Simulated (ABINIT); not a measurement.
Planning a run of ABINIT 10.8.3 on GaP (F-43m). The input:

```
acell 3*1.0 Angstrom
rprim 
  0.000000000000 2.725250000000 2.725250000000
  2.725250000000 0.000000000000 2.725250000000
  2.725250000000 2.725250000000 0.000000000000
ntypat 2
znucl 31 15
natom 2
typat 1 2
xred 
  0.000000000000 0.000000000000 0.000000000000
  0.250000000000 0.250000000000 0.250000000000
pp_dirpath "pseudos"
pseudos "Ga.upf, P.upf"
ecut 45
ngkpt 4 4 4
nshiftk 1
shiftk 0 0 0
kptopt 1
chksymbreak 0
istwfk *1
occopt 1
irdwfk 1
optdriver 4
nband 66
gwcalctyp 0
ecutsigx 45
symsigma 1
nkptgw 2
kptgw 
  0.0000000000 0.0000000000 0.0000000000
  0.5000000000 0.5000000000 0.0000000000
bdgw 
  11 17
  12 15
ecuteps 5
irdscr 1
ppmodel 1
fftgw 31
indata_prefix "in"
outdata_prefix "out"
tmpdata_prefix "tmp"
```

```sh
OMP_NUM_THREADS=1 mpirun -n 4 abinit run.abi > log
```

Question: How long will it take on 4 MPI ranks of Intel Xeon Platinum 8259CL at 2.50GHz (Skylake/Cascade Lake), shared host, and how much memory?

It took 15 s; on shared hardware allow 7.7 s to 31 s. Peak host memory was 1.3 GiB.

[Paths, hosts, dates, memory and timing lines, banners, echoed tables and standing remarks are left out of the program output.]

[Logs are printed without paths, hosts, clocks, repeated set-up lines and the standing remarks that a program may print on its own settings, such as how far it seeks lower states.]

[Runs of the session that timed out or met a known fault of the program may be left out.]

[Hosts, paths, dates, database ids (printed as entryN), source tags and the programs' standing remarks are cut or masked in the printed files.]

[G0W0 gaps are taken among the corrected bands and points alone; a level outside them can change the order at an edge.]

[Where Ansatz stands beside ABINIT at settings called matched, ABINIT's density can come from a denser mesh and the files from another edition; pairs whose starting gaps differed by over 0.03 eV were left out, so agreement reads better than it is.]
